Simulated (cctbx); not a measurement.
## Reading a Patterson map

Space group P6_3/mmc (no. 194), a = 8.0720 Å, b = 8.0720 Å, c = 13.1590 Å, α = 90.00°, β = 90.00°, γ = 120.00°, content Ag4 Rb2 K6.

Simulated single-crystal data (cctbx): Cu Kα, λ = 1.54184 Å, to d = 0.83 Å, 70 % of the full sphere, strongest reflection 5000 counts, noise from counting, a 1.5 % proportional error and a noise floor of 8 counts (s.d.); no absorption.

Patterson synthesis, origin scaled to 1000:

```text
Patterson group P 6/m m m
      u       v       w   height  length (A)
  0.000   0.000   0.000   1000.0     0.00
  0.333   0.667   0.500    386.2     8.06
  0.000   0.000   0.374    342.3     4.93
  0.333   0.667   0.065    248.0     4.74
  0.000   0.500   0.187    218.5     4.73
  0.000   0.000   0.500    180.8     6.58
  0.168   0.335   0.309    104.6     4.69
  0.165   0.329   0.256     76.7     4.08
  0.000   0.500   0.000     63.1     4.04
  0.172   0.344   0.500     27.4     7.01
  0.000   0.000   0.093     19.7     1.23
  0.044   0.157   0.034     18.9     1.22
  0.086   0.172   0.000     18.2     1.20
  0.000   0.076   0.080     17.9     1.22
```

**Question.** Which atom pairs make the peaks, and where is the heaviest atom?

A peak at u stands for all pairs with xi − xj = u, with weight Σ ZiZj against Σ Z² = 13740 at the origin. Peak heights follow these weights only roughly, since form factors, motion and series ripples differ, all vectors within 0.55 Å of a peak are counted as merged into it though the farther ones add only part of their weight, and F(000) is left out, which lowers the whole map:

| u | v | w | shortest length (Å) | height | 1000 ΣZiZj/ΣZ² | pairs in the cell |
| --- | --- | --- | --- | --- | --- | --- |
| 0.333 | 0.667 | 0.500 | 8.06 | 386 | 400 | 2 × Ag–Ag, 3 × K–K |
| 0.000 | 0.000 | 0.374 | 4.92 | 342 | 322 | 2 × Ag–Ag |
| 0.333 | 0.667 | 0.065 | 4.73 | 248 | 253 | 2 × Ag–Rb |
| 0.000 | 0.500 | 0.187 | 4.73 | 218 | 260 | 4 × Ag–K |
| 0.000 | 0.000 | 0.500 | 6.58 | 181 | 199 | 2 × Rb–Rb |
| 0.168 | 0.335 | 0.309 | 4.69 | 105 | 130 | 2 × Ag–K |
| 0.165 | 0.329 | 0.256 | 4.08 | 77 | 102 | 2 × Rb–K |
| 0.000 | 0.500 | 0.000 | 4.04 | 63 | 105 | 4 × K–K |

The table stops at ten peaks or at a height of 45, below which ripples compete. In the model behind the data Ag, the heaviest element, has 1 independent site: (2/3, 1/3, 0.9371), up to an allowed shift of origin; the Ag–Ag vectors are differences of these positions and their symmetry mates. The whole model:

| atom | mult. | x | y | z | Ueq (Å²) |
| --- | --- | --- | --- | --- | --- |
| Ag1 | 4 | 2/3 | 1/3 | 0.9371 | 0.0066 |
| Rb1 | 2 | 0 | 0 | 1/2 | 0.0075 |
| K1 | 6 | 0.6661 | 0.8330 | 3/4 | 0.0115 |

The model was made for the exercise: a known structure type with other elements put in, its volume estimated, not relaxed; displacement parameters are assumed.

[Logs are printed without paths, hosts, clocks, repeated set-up lines and the standing remarks that a program may print on its own settings, such as how far it seeks lower states.]
